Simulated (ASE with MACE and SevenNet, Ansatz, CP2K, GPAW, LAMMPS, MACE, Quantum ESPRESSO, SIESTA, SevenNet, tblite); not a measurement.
**Machine-learned potentials on glassy 52SiO2-24B2O3-12Na2O-12CaO (mol %) (84 atoms): settings against a plane-wave reference**

Aim: run glassy 52SiO2-24B2O3-12Na2O-12CaO (mol %) (84 atoms) in machine-learned potentials and see how near its forces come to a plane-wave reference, and at what cost.

Calculated with ASE with MACE and SevenNet; the method is named at each step.

## (1) Set-up

The cell holds 84 atoms: 13 Si, 12 B, 6 Na, 3 Ca and 50 O. Cell: a = 9.907 Å, b = 9.907 Å, c = 9.907 Å, α = 90.0°, β = 90.0°, γ = 90.0°. 84 atoms (13 Si, 12 B, 6 Na, 3 Ca, 50 O) placed at random at 2.3 g/cm³, melted at 3000 K for 20 ps at fixed volume with the Buckingham and Coulomb pair potential of Guillot and Sator (Geochim. Cosmochim. Acta 71, 1249 (2007)) with the boron terms of Wang et al. (J. Non-Cryst. Solids 498, 294 (2018)). Quenched from 3000 K to 300 K at 50 K/ps and fixed volume, held 10 ps at zero pressure.

The yardstick, on the same geometry:

* method: Kohn-Sham DFT, PBE, PAW, plane waves (Ansatz 0.2.0); cutoff 420 eV, Γ point, fermi-dirac smearing of 0.05 eV; PAW set soft_2
* r.m.s. force component: 1.154 eV/Å
* longest force: 5.225 eV/Å
* pressure: 1.028 GPa
* gap (highest filled to lowest empty level): 3.286 eV
* SCF cycles: 9
* time: 10 s on 4 threads of Arm Neoverse V2, shared host
* CPU time: 39 s

## (2) MACE MP-0b3 medium potential

Method: machine-learned interatomic potential MACE MP-0b3 medium, trained on PBE(+U) plane-wave data.

run.py reads:

```python
import numpy as np
from ase.io import read
import mlip  # loads the published weights by name

atoms = read("structure.xyz")
atoms.calc = mlip.calc("mace-mp-0b3-medium")
energy = atoms.get_potential_energy()
forces = atoms.get_forces()
print(f"energy {energy:.6f} eV")
print("forces (eV/A)")
for i, (a, f) in enumerate(zip(atoms, forces)):
    print(f"{i:4d} {a.symbol:2s} {f[0]:10.5f} {f[1]:10.5f} {f[2]:10.5f}")
stress = -atoms.get_stress(voigt=False) * 160.21766
print("stress (GPa, compression positive)")
for row in stress:
    print(" ".join(f"{x:10.4f}" for x in row))
```

structure.xyz reads:

```xyz
84
Lattice="9.90728 0.00000 0.00000 0.00000 9.90728 0.00000 0.00000 0.00000 9.90728" Properties=species:S:1:pos:R:3 pbc="T T T"
Si 9.04822 8.69156 5.13405
Si 2.81010 4.44758 0.42126
Si 7.61781 2.30988 7.82437
Si 7.49555 8.41564 9.84477
Si 9.52615 0.87580 2.98863
Si 0.79110 3.71741 4.12044
Si 2.61929 7.33991 6.99930
Si 5.02913 0.45554 7.58036
Si 5.51182 6.05731 4.23744
Si 0.97498 9.50663 0.38916
Si 4.68931 2.60185 1.70207
Si 7.55460 3.52491 0.79387
Si 8.12724 4.77471 5.87086
B 9.16116 9.89797 7.88897
B 3.20847 8.68353 9.55894
B 3.95083 2.69022 6.65829
B 4.42439 8.59011 5.48269
B 6.27983 5.80963 9.37169
B 0.31446 4.50454 1.48867
B 5.49161 0.20369 0.65239
B 3.56652 7.03457 1.54583
B 9.89569 7.02525 0.26869
B 3.75466 3.69106 4.37882
B 3.87731 5.16328 8.05680
B 9.79384 6.54178 7.38003
Na 1.71733 0.51577 5.91920
Na 1.28478 2.42768 8.66005
Na 0.95130 7.07736 2.80039
Na 2.21566 6.33382 4.32770
Na 8.17152 5.71016 2.63187
Na 2.71965 0.02853 3.06085
Ca 5.90771 8.77012 3.07770
Ca 6.31847 1.32609 4.68733
Ca 6.69009 7.33149 6.72625
O 3.41157 7.71292 2.71469
O 6.74815 5.27820 5.06539
O 3.73227 1.36532 7.07578
O 9.08577 7.17872 4.47343
O 3.86394 3.05233 3.04669
O 4.42023 2.83368 5.35251
O 9.51535 9.05416 6.69623
O 5.14227 7.43016 5.04231
O 3.97579 7.80327 0.40947
O 7.18139 4.94086 0.05934
O 8.69314 7.73679 0.79823
O 2.65376 5.20192 8.86474
O 1.09248 6.73655 6.73130
O 6.22643 3.20084 1.65719
O 5.03171 0.27522 9.23537
O 3.75298 6.18383 7.01416
O 3.99323 3.77081 7.52498
O 8.87861 1.38960 7.49476
O 4.27004 5.02973 4.30977
O 9.41925 4.15640 5.01368
O 3.15993 5.70313 1.42278
O 5.05380 8.91457 6.86931
[... 24 atom lines left out ...]
O 6.31966 1.41189 7.35536
O 0.47020 2.14770 3.67124
O 5.88116 6.37603 2.68636
O 0.10739 5.74533 0.80596
```

The run is started by

```sh
$ OMP_NUM_THREADS=1 python run.py > output.txt
```

What it wrote:

```text
energy -616.965229 eV
forces (eV/A)
   0 Si   -0.72658   -1.74990    0.16450
   1 Si   -1.67764    2.64963    0.02577
   2 Si    0.09755   -2.15352    1.86171
   3 Si    3.16494   -1.89936   -2.74539
   4 Si   -2.46316    1.48911    1.80871
   5 Si    0.28219   -1.61981   -1.61999
   6 Si    0.02101   -0.72689    1.83566
   7 Si    0.06348   -0.11313    1.61867
   8 Si   -1.28027   -1.35854   -2.55108
   9 Si   -0.25972    0.76811   -1.38351
  10 Si   -0.08649    2.83519    1.31821
  11 Si   -0.26265    0.52418   -1.43472
  12 Si    1.22912   -0.74992   -1.14270
  13 B    -0.78680   -0.82959   -0.03818
  14 B    -0.25759   -2.60708   -0.22430
  15 B     1.46039    3.10447    0.72670
  16 B     0.21609    1.64385    0.06664
  17 B    -0.95245   -0.77545    0.11271
  18 B     0.64834    0.09982   -1.28692
  19 B    -0.09081    0.07766   -3.09579
  20 B    -0.49631    0.35576    0.10037
  21 B    -0.28253   -0.48589   -1.22409
  22 B    -0.22389    0.62591   -0.92801
  23 B    -0.46998   -0.03956   -0.08042
[...]
76 O     2.32047    0.78516    0.93397
  77 O    -0.43572    0.55660    0.54736
  78 O     0.37029    1.00563    0.92706
  79 O     2.60338    0.77929   -1.18871
  80 O    -0.40327    0.42713   -1.15076
  81 O     0.57514    0.08288    0.03474
  82 O     1.08223    0.72515    1.46503
  83 O    -0.08645   -0.41482    1.27709
stress (GPa, compression positive)
    0.5488    -0.9056    -0.9525
   -0.9056     1.3432    -1.7079
   -0.9525    -1.7079     1.3596
```

The job ended after 7.7 s (1 thread of Arm Neoverse V2, shared host; peak memory 1.1 GiB).

Banners, paths, timers and routine set-up lines are dropped from the logs unmarked, and long logs keep their key lines alone; longer cuts are marked.

Numbers from this run, and their distance from the reference:

| Property | Result |
| --- | --- |
| r.m.s. force component | 1.109 eV/Å |
| r.m.s. difference of force components | 104.7 meV/Å |
| longest difference of force vectors | 457.1 meV/Å |
| force difference over r.m.s. force | 9.075 % |
| slope of forces against the reference's | 0.9579 |
| correlation of force components | 0.9965 |
| pressure | 1.084 GPa |
| pressure difference | 0.0559 GPa |

Length of the force difference by element (eV/Å):

```csv
element,atoms,mean,most
B,12,0.21,0.35
Ca,3,0.17,0.19
Na,6,0.098,0.21
O,50,0.13,0.32
Si,13,0.26,0.46
```

A closer look about Ca33, one of the 3 Ca atoms: 9 atoms, nearest first, numbered in the order of the input, with positions taken from that point.

```csv
atom,x,y,z,distance (Å),bonds,Fx,Fy,Fz (eV/Å)
Ca33,0.00,0.00,0.00,0.00,5,0.75,0.22,0.49
O70,-1.71,-1.48,-0.02,2.26,4,-0.01,0.02,-0.85
O69,1.60,-0.25,-1.69,2.34,2,0.34,0.04,0.06
O73,1.21,-2.12,0.43,2.48,4,-3.31,0.61,0.01
O40,-1.90,1.51,0.67,2.51,3,-0.15,-0.63,0.17
O81,0.00,0.09,2.67,2.67,3,-0.40,0.43,-1.15
Ca32,-0.41,-2.46,-1.61,2.97,7,0.30,-1.53,0.41
Si8,-1.29,-0.87,2.89,3.28,4,0.06,-0.11,1.62
B17,-1.89,-2.64,0.80,3.35,4,0.22,1.64,0.07
```

Atoms are counted from 1 here, from 0 in the log.

Forces lie 9.1 % from the reference's, at 0.19 times its CPU time (on 1 against 4 cores).

## (3) MACE MP-0b2 small potential

Method: machine-learned interatomic potential MACE MP-0b2 small, trained on PBE(+U) plane-wave data.

run.py: that of step 2 with these lines changed.

```diff
@@ -5,3 +5,3 @@
 atoms = read("structure.xyz")
-atoms.calc = mlip.calc("mace-mp-0b3-medium")
+atoms.calc = mlip.calc("mace-mp-0b2-small")
 energy = atoms.get_potential_energy()
```

structure.xyz is that of step 2.

What it wrote:

```text
energy -617.323516 eV
forces (eV/A)
   0 Si   -0.58744   -2.00176    0.16630
   1 Si   -1.78886    2.43371   -0.03165
   2 Si   -0.06064   -2.10079    2.02039
   3 Si    2.98710   -1.90151   -2.76443
   4 Si   -2.23791    1.55045    1.83633
   5 Si    0.15294   -1.72466   -1.39409
   6 Si   -0.06882   -0.84244    1.97166
   7 Si    0.02958    0.00176    1.79031
   8 Si   -1.02567   -1.25542   -2.53892
   9 Si   -0.26201    0.58164   -1.17986
  10 Si   -0.03911    2.83594    1.22814
  11 Si   -0.21590    0.41953   -1.34027
  12 Si    1.29361   -0.93240   -1.24540
  13 B    -0.83946   -0.77395   -0.13059
  14 B    -0.22528   -2.49592    0.03103
  15 B     1.40867    2.90856    0.57615
  16 B     0.40519    1.89723    0.03933
  17 B    -0.76698   -0.65884    0.34485
  18 B     0.67390   -0.16270   -1.41422
  19 B    -0.25233   -0.00078   -2.96619
  20 B    -0.52051    0.45077    0.06293
  21 B    -0.19878   -0.27426   -1.22227
  22 B    -0.22389    0.43803   -0.88744
  23 B    -0.36688   -0.12726    0.10896
[...]
76 O     2.23123    0.60182    0.88329
  77 O    -0.37497    0.59141    0.51927
  78 O     0.37976    0.86797    0.73722
  79 O     2.62030    0.78454   -1.15787
  80 O    -0.32778    0.52393   -1.14979
  81 O     0.54606    0.09730   -0.03586
  82 O     1.03155    0.79690    1.51213
  83 O    -0.05956   -0.33147    1.32417
stress (GPa, compression positive)
    0.5535    -0.6981    -0.9698
   -0.6981     1.4006    -1.7803
   -0.9698    -1.7803     1.4283
```

Wall time 5.2 s (1 thread); peak memory 0.67 GiB.

Numbers from this run, and their distance from the reference:

```
r.m.s. force component                  : 1.085 eV/Å
r.m.s. difference of force components   : 148.3 meV/Å
longest difference of force vectors     : 727.2 meV/Å
force difference over r.m.s. force      : 12.85 %
slope of forces against the reference's : 0.934
correlation of force components         : 0.9931
pressure                                : 1.127 GPa
pressure difference                     : 0.0995 GPa
```

Against the first run (9.1 %), the force difference from the reference is 13 %, at 0.72 times the CPU time.

## (4) SevenNet 0 potential

Method: machine-learned interatomic potential SevenNet 0, trained on PBE(+U) plane-wave data.

run.py: that of step 3 with these lines changed.

```diff
@@ -5,3 +5,3 @@
 atoms = read("structure.xyz")
-atoms.calc = mlip.calc("mace-mp-0b2-small")
+atoms.calc = mlip.calc("7net-0")
 energy = atoms.get_potential_energy()
```

structure.xyz is that of step 3.

What it wrote:

```text
energy -617.348999 eV
forces (eV/A)
   0 Si   -0.62389   -1.91464    0.13019
   1 Si   -1.72171    2.85443   -0.01563
   2 Si   -0.03266   -2.25511    1.96688
   3 Si    3.00607   -1.92304   -2.89973
   4 Si   -2.08631    1.49004    1.90725
   5 Si    0.12317   -1.69616   -1.57215
   6 Si   -0.00360   -0.82893    2.15574
   7 Si   -0.03055   -0.01900    1.81926
   8 Si   -1.40046   -1.28571   -2.61180
   9 Si   -0.33603    0.62821   -1.49395
  10 Si    0.03657    2.72389    1.38389
  11 Si   -0.31573    0.76138   -1.53287
  12 Si    1.38980   -0.55724   -1.05420
  13 B    -0.70938   -0.80416    0.04957
  14 B    -0.21514   -2.68438   -0.13288
  15 B     1.47889    3.11689    0.74593
  16 B     0.33844    1.67443    0.18048
  17 B    -0.76703   -0.77105    0.23937
  18 B     0.66614   -0.01098   -1.30589
  19 B    -0.07468    0.03958   -3.03508
  20 B    -0.41327    0.58178   -0.03904
  21 B    -0.28064   -0.11902   -1.14579
  22 B    -0.21733    0.74204   -0.87682
  23 B    -0.44384    0.24658    0.00923
[...]
76 O     2.35230    0.70954    0.89919
  77 O    -0.48898    0.64468    0.54619
  78 O     0.33807    0.96113    0.86802
  79 O     2.61977    0.77422   -1.24191
  80 O    -0.24453    0.47122   -1.21810
  81 O     0.51370    0.09744   -0.04026
  82 O     1.20682    0.76456    1.58901
  83 O    -0.04365   -0.52796    1.51702
stress (GPa, compression positive)
    0.3210    -0.7585    -1.0249
   -0.7585     1.0974    -1.6712
   -1.0249    -1.6712     1.3548
```

Wall time 6.5 s (1 thread); peak memory 1 GiB.

Compared with the plane-wave run:

* r.m.s. force component: 1.117 eV/Å
* r.m.s. difference of force components: 113.1 meV/Å
* longest difference of force vectors: 562.7 meV/Å
* force difference over r.m.s. force: 9.807 %
* slope of forces against the reference's: 0.9644
* correlation of force components: 0.9955
* pressure: 0.9244 GPa
* pressure difference: -0.1036 GPa

Against the first run (9.1 %), the force difference from the reference is 9.8 %, at 0.90 times the CPU time.

## (5) Side by side

Differences are against the plane-wave reference, forces as r.m.s. over components; share is that over the reference's r.m.s. force, slope the least-squares factor from reference forces to these. Total energies of different programs have different zeros and aren't compared.

```csv
run,"Δ force, r.m.s. (meV/Å)",share (%),slope,Δ pressure (GPa),cores,CPU time,memory (GiB)
reference,-,-,-,-,4,39 s,1.3
MACE MP-0b3 medium potential,105,9.07,0.958,0.0559,1,7.3 s,1.1
MACE MP-0b2 small potential,148,12.9,0.934,0.0995,1,5.2 s,0.67
SevenNet 0 potential,113,9.81,0.964,-0.104,1,6.5 s,1.0
```

Times of the machine-learned potentials are mostly Python's start and the loading of weights.

CPU time is summed over cores on a shared host, where runs went side by side, so it is rough. Symmetry, cutoffs, thresholds, outputs and thread counts weren't matched or tuned between programs; memory under MPI is the largest rank's times the ranks.

## (6) Results

```
nearest in forces : MACE MP-0b3 medium potential, 9.1 %
its CPU time      : 7.3 s
```

**Reading.** Machine-learned potentials differ by 9.1 % (MACE MP-0b3 medium potential) to 13 % (MACE MP-0b2 small potential); they were trained on other programs' data. Machine-learned potentials mimic data converged in k, so the reference's own k-point error enters their differences. The quench rate of 50 K/ps is many orders above laboratory rates, so the cell is likely richer in defects and strain than a real sample. The network of bonds at the start is that of the classical potential that made the cell, and needn't be the one that DFT or experiment would give. The electronic-structure runs sample only Γ, in a cell whose shortest periodic width is 10 Å.

[Also dropped from logs without a mark: logging warnings of Python, and SIESTA's first energy breakdown and zero terms.]

[Logs are printed without paths, hosts, clocks, repeated set-up lines and the standing remarks that a program may print on its own settings, such as how far it seeks lower states.]

[Hosts, paths, dates, database ids (printed as entryN), source tags and the programs' standing remarks are cut or masked in the printed files.]
